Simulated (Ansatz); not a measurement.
# Cs2ReF4 (started from the K2NiF4 type) (I4/mmm): how robust is the cRPA U?

What does U in Cs2ReF4 (started from the K2NiF4 type) (I4/mmm) depend on besides the window?

Main program and level: Ansatz 0.2.0; constrained RPA on PBEsol, plane waves, PAW.

Most raw output is cut from this account.

The structure was built from a prototype and need not be the compound's stable phase.

## Step 1: Set-up

The structure is tetragonal, space group I4/mmm (No. 139). Conventional cell: a = 4.246 Å, b = 4.246 Å, c = 14.596 Å, α = 90.00°, β = 90.00°, γ = 90.00°. Nearest to Cs lie 9 F at 3.00 to 3.04 Å. Re has 6 F at 2.12 to 2.13 Å nearest. F has 2 Re at 2.12 Å and 4 Cs at 3.00 Å nearest. Nearest to F lie 1 Re at 2.13 Å and 5 Cs at 3.00 to 3.04 Å. Farther neighbours and most contacts between anions are not listed.

Structure file:

```cif
data_structure
_symmetry_space_group_name_H-M 'P 1'
_symmetry_Int_Tables_number 1
_cell_length_a 7.8916
_cell_length_b 7.8916
_cell_length_c 7.8916
_cell_angle_alpha 148.788
_cell_angle_beta 148.788
_cell_angle_gamma 44.723
_cell_volume 131.57
loop_
_atom_site_label
_atom_site_type_symbol
_atom_site_fract_x
_atom_site_fract_y
_atom_site_fract_z
_atom_site_occupancy
Cs1 Cs 0.35438 0.35438 0.00000 1
Cs2 Cs 0.64562 0.64562 0.00000 1
Re3 Re 0.00000 0.00000 0.00000 1
F4 F 0.00000 0.50000 0.50000 1
F5 F 0.50000 0.00000 0.50000 1
F6 F 0.14577 0.14577 0.00000 1
F7 F 0.85423 0.85423 0.00000 1
```

The structure was relaxed with PBEsol. The structure type comes from a generator and need not be one that this composition takes. The structure was generated from a model, not taken from a measurement. The runs that relaxed it are not among those shown. The program's search for lower electronic states was switched off, so nothing shows that the state found is the lowest. Spin-orbit coupling is left out unless a step names it. The default PAW set here is soft_2. Its files were made with PBE.

## Step 2: Base: Re t2g, bands v3 to v1, 4×4×4 mesh, medium accuracy

Constrained RPA screens the interaction with every transition except those inside the target bands, which a later many-body model would treat itself.

File input.yaml:

```yaml
crystal:
  lattice:
    - [2.12297331, -2.12297331, 7.29814517]
    - [-2.12297331, 2.12297331, 7.29814517]
    - [-2.12297331, -2.12297331, -7.29814517]
  atoms:
    - { symbol: Cs, position: [0.3543751637, 0.3543751637, 0.0] }
    - { symbol: Cs, position: [0.6456248363, 0.6456248363, 0.0] }
    - { symbol: Re, position: [0.0, 0.0, 0.0] }
    - { symbol: F, position: [0.0, 0.5, 0.5] }
    - { symbol: F, position: [0.5, 0.0, 0.5] }
    - { symbol: F, position: [0.1457693893, 0.1457693893, 0.0] }
    - { symbol: F, position: [0.8542306107, 0.8542306107, 0.0] }
kpoints:
  mp_grid: { grid: [8, 8, 8] }
hamiltonian:
  xc: pbesol
scf:
  occupations: { method: gaussian, width: 0.08 }
  n_extra_bands: 19
  max_iter: 150
  lower_state_search: "off"
output:
  crpa:
    kmesh: [4, 4, 4]
    target_bands: [v3, v1]
    projections: [{ species: Re, l: d, shell: 5, orbitals: [dxz, dyz, dxy] }]
  local_orbitals:
    kmesh: [8, 8, 8]
    orbitals: [{ species: Re, l: d, shell: 5, orbitals: [dxz, dyz, dxy] }]
    window: { bands: [v3, v1] }
    seedname: lo
```

On the command line:

```sh
ansatz run input.yaml --threads 4 --pin off --max-ram 14745MiB --backend cpu --events-out ev --progress --plain --runs-dir out
```

Elapsed: 5.5 min, on 4 threads of Arm Neoverse V2, shared host; peak memory 1.1 GiB.

This step gave:

| Item | Value |
| --- | --- |
| U | 4.261 eV |
| U prime (inter-orbital) | 3.536 eV |
| J | 0.3225 eV |
| bare V | 12.36 eV |
| bare J | 0.4930 eV |
| stated bound on U | 0.01169 eV |
| U over bare V | 0.3449 |
| electrons in the window | 5.000 |
| head of the constrained inverse dielectric matrix | 0.3213 |
| least eigenvalue of the projection's overlap | 0.7883 |
| target functions | 3 |
| bands in the sums | 62 |
| r.m.s. miss of the model bands | 1.19e-4 eV |
| width of the target bands | 1.887 eV |
| weight of the projected orbitals in the window | 0.8705 |

On the Re t2g shell, screening brings the on-site interaction from 12.4 eV down to U = 4.26 eV.

## Step 3: Changed: 2×2×2 mesh

input.yaml: that of step 2 with these lines changed.

```diff
@@ -24,9 +24,4 @@
   crpa:
-    kmesh: [4, 4, 4]
+    kmesh: [2, 2, 2]
     target_bands: [v3, v1]
     projections: [{ species: Re, l: d, shell: 5, orbitals: [dxz, dyz, dxy] }]
-  local_orbitals:
-    kmesh: [8, 8, 8]
-    orbitals: [{ species: Re, l: d, shell: 5, orbitals: [dxz, dyz, dxy] }]
-    window: { bands: [v3, v1] }
-    seedname: lo
```

Wall time 24 s (4 threads); peak memory 0.91 GiB; 91 s of CPU time.

This step gave:

```yaml
u: 4.436 eV
u_prime_inter_orbital: 3.693 eV
j: 0.3218 eV
bare_v: 12.56 eV
bare_j: 0.4984 eV
stated_bound_on_u: 0.01145 eV
u_over_bare_v: 0.3533
electrons_in_the_window: 5
head_of_the_constrained_inverse_dielectric_matrix: 0.2936
least_eigenvalue_of_the_projection_s_overlap: 0.7883
target_functions: 3
bands_in_the_sums: 62
width_of_the_target_bands: 1.887 eV
weight_of_the_projected_orbitals_in_the_window: 0.8705
```

On the Re t2g shell, screening brings the on-site interaction from 12.6 eV down to U = 4.44 eV.

## Step 4: Changed: accuracy high

input.yaml: that of step 3 with these lines changed.

```diff
@@ -24,4 +24,5 @@
   crpa:
-    kmesh: [2, 2, 2]
+    kmesh: [4, 4, 4]
     target_bands: [v3, v1]
     projections: [{ species: Re, l: d, shell: 5, orbitals: [dxz, dyz, dxy] }]
+    accuracy: high
```

It took 8.8 min on 4 threads; peak memory 1.2 GiB.

This step gave:

```
U                                                 : 4.263 eV
U prime (inter-orbital)                           : 3.537 eV
J                                                 : 0.3226 eV
bare V                                            : 12.36 eV
bare J                                            : 0.4930 eV
stated bound on U                                 : 6.92e-4 eV
U over bare V                                     : 0.3450
electrons in the window                           : 5.000
head of the constrained inverse dielectric matrix : 0.3213
least eigenvalue of the projection's overlap      : 0.7883
target functions                                  : 3
bands in the sums                                 : 62
width of the target bands                         : 1.887 eV
weight of the projected orbitals in the window    : 0.8705
```

On the Re t2g shell, screening brings the on-site interaction from 12.4 eV down to U = 4.26 eV.

## Step 5: Changed: accuracy low

input.yaml: that of step 4 with these lines changed.

```diff
@@ -27,2 +27,2 @@
     projections: [{ species: Re, l: d, shell: 5, orbitals: [dxz, dyz, dxy] }]
-    accuracy: high
+    accuracy: low
```

It took 4.4 min on 4 threads; peak memory 1 GiB.

This step gave:

* U: 4.225 eV
* U prime (inter-orbital): 3.503 eV
* J: 0.3212 eV
* bare V: 12.36 eV
* bare J: 0.4930 eV
* stated bound on U: 0.1065 eV
* U over bare V: 0.3419
* electrons in the window: 5.000
* head of the constrained inverse dielectric matrix: 0.3211
* least eigenvalue of the projection's overlap: 0.7883
* target functions: 3
* bands in the sums: 62
* width of the target bands: 1.887 eV
* weight of the projected orbitals in the window: 0.8705

On the Re t2g shell, screening brings the on-site interaction from 12.4 eV down to U = 4.22 eV.

## Step 6: Changed: orbitals of another atom

input.yaml: that of step 5 with these lines changed.

```diff
@@ -26,3 +26,2 @@
     target_bands: [v3, v1]
-    projections: [{ species: Re, l: d, shell: 5, orbitals: [dxz, dyz, dxy] }]
-    accuracy: low
+    projections: [{ species: F, l: p }]
```

The job ended after 0.12 s (4 threads; peak memory 0.097 GiB).

The input was rejected at the start.

The program's message: “Error: invalid value for `output.crpa.projections`: 12 orbital(s) selected but the target window spans 3 band(s); name one orbital per band of it”

The fault put into this input: trial orbitals that do not match the target bands.

## Step 7: Changed: volume +6 %

The cell differs from the one that the last finished run ended in (a 7.892 → 8.046 Å, b 7.892 → 8.046 Å, c 7.892 → 8.046 Å).

input.yaml: that of step 6 with these lines changed.

```diff
@@ -2,5 +2,5 @@
   lattice:
-    - [2.12297331, -2.12297331, 7.29814517]
-    - [-2.12297331, 2.12297331, 7.29814517]
-    - [-2.12297331, -2.12297331, -7.29814517]
+    - [2.1646108085, -2.1646108085, 7.4412823952]
+    - [-2.1646108085, 2.1646108085, 7.4412823952]
+    - [-2.1646108085, -2.1646108085, -7.4412823952]
   atoms:
@@ -26,2 +26,7 @@
     target_bands: [v3, v1]
-    projections: [{ species: F, l: p }]
+    projections: [{ species: Re, l: d, shell: 5, orbitals: [dxz, dyz, dxy] }]
+  local_orbitals:
+    kmesh: [8, 8, 8]
+    orbitals: [{ species: Re, l: d, shell: 5, orbitals: [dxz, dyz, dxy] }]
+    window: { bands: [v3, v1] }
+    seedname: lo
```

Run time: 6.2 min. Hardware: 4 threads; peak memory 1.1 GiB; 24 min of CPU time.

Numbers from this step:

```
U                                                 : 4.415 eV
U prime (inter-orbital)                           : 3.676 eV
J                                                 : 0.3234 eV
bare V                                            : 12.45 eV
bare J                                            : 0.4992 eV
stated bound on U                                 : 0.01223 eV
U over bare V                                     : 0.3545
electrons in the window                           : 5.000
head of the constrained inverse dielectric matrix : 0.3363
least eigenvalue of the projection's overlap      : 0.8088
target functions                                  : 3
bands in the sums                                 : 62
r.m.s. miss of the model bands                    : 5.96e-5 eV
width of the target bands                         : 1.668 eV
weight of the projected orbitals in the window    : 0.8802
```

On the Re t2g shell, screening brings the on-site interaction from 12.5 eV down to U = 4.41 eV.

## Step 8: Changed: potentials

This step: constrained RPA on PBEsol, plane waves, norm-conserving pseudopotentials.

input.yaml: that of step 7 with these lines changed.

```diff
@@ -2,5 +2,5 @@
   lattice:
-    - [2.1646108085, -2.1646108085, 7.4412823952]
-    - [-2.1646108085, 2.1646108085, 7.4412823952]
-    - [-2.1646108085, -2.1646108085, -7.4412823952]
+    - [2.12297331, -2.12297331, 7.29814517]
+    - [-2.12297331, 2.12297331, 7.29814517]
+    - [-2.12297331, -2.12297331, -7.29814517]
   atoms:
@@ -17,2 +17,3 @@
   xc: pbesol
+  pseudopotentials: { kind: nc }
 scf:
@@ -27,6 +28 @@
     projections: [{ species: Re, l: d, shell: 5, orbitals: [dxz, dyz, dxy] }]
-  local_orbitals:
-    kmesh: [8, 8, 8]
-    orbitals: [{ species: Re, l: d, shell: 5, orbitals: [dxz, dyz, dxy] }]
-    window: { bands: [v3, v1] }
-    seedname: lo
```

The job ended after 17 min (4 threads; peak memory 2.9 GiB).

This step gave:

```yaml
u: 4.269 eV
u_prime_inter_orbital: 3.544 eV
j: 0.3217 eV
bare_v: 12.37 eV
bare_j: 0.4935 eV
stated_bound_on_u: 0.01298 eV
u_over_bare_v: 0.3452
electrons_in_the_window: 5.000
head_of_the_constrained_inverse_dielectric_matrix: 0.3220
least_eigenvalue_of_the_projection_s_overlap: 0.7901
target_functions: 3
bands_in_the_sums: 62
width_of_the_target_bands: 1.882 eV
weight_of_the_projected_orbitals_in_the_window: 0.8715
```

On the Re t2g shell, screening brings the on-site interaction from 12.4 eV down to U = 4.27 eV.

## Step 9: Side by side

Times are wall times on 4 threads of Arm Neoverse V2, shared host, good to a factor of about two.

| run | bare V (eV) | U (eV) | J (eV) | bound on U (eV) | width (eV) | time |
| --- | --- | --- | --- | --- | --- | --- |
| target window | 12.36 | 4.261 | 0.322 | 0.0117 | 1.89 | 5.5 min |
| 2×2×2 mesh | 12.56 | 4.436 | 0.322 | 0.0114 | 1.89 | 24 s |
| accuracy high | 12.36 | 4.263 | 0.323 | 0.0007 | 1.89 | 8.8 min |
| accuracy low | 12.36 | 4.225 | 0.321 | 0.1065 | 1.89 | 4.4 min |
| volume +6 % | 12.45 | 4.415 | 0.323 | 0.0122 | 1.67 | 6.2 min |
| potentials | 12.37 | 4.269 | 0.322 | 0.0130 | 1.88 | 17 min |

## Step 10: Summary of results

```
target window : U 4.26 eV, J 0.32 eV
2×2×2 mesh    : U 4.44 eV, J 0.32 eV
accuracy high : U 4.26 eV, J 0.32 eV
accuracy low  : U 4.22 eV, J 0.32 eV
volume +6 %   : U 4.41 eV, J 0.32 eV
potentials    : U 4.27 eV, J 0.32 eV
```

**Reading.** 2×2×2 mesh moves U by +0.17 eV at 0.072 times the time. Accuracy high moves U by +0.002 eV (within the solver's bounds, for the mean over orbitals). Accuracy low moves U by −0.04 eV (within the solver's bounds, for the mean over orbitals). Volume +6 % moves U by +0.15 eV. Potentials moves U by +0.01 eV (within the solver's bounds, for the mean over orbitals) at 3.0 times the time. The printed bound covers the solver alone, not the mesh, and no denser mesh than the base was run. The parent state is non-magnetic and the interaction static (zero frequency); U depends on the window and the orbitals, so it belongs to this model alone. Spin-orbit coupling, which is strong for atoms this heavy, is left out.

[Paths, hosts, dates, memory and timing lines, banners, echoed tables and standing remarks are left out of the program output.]

[Logs are printed without paths, hosts, clocks, repeated set-up lines and the standing remarks that a program may print on its own settings, such as how far it seeks lower states.]

[Runs of the session that timed out or met a known fault of the program may be left out.]

[Hosts, paths, dates, database ids (printed as entryN), source tags and the programs' standing remarks are cut or masked in the printed files.]
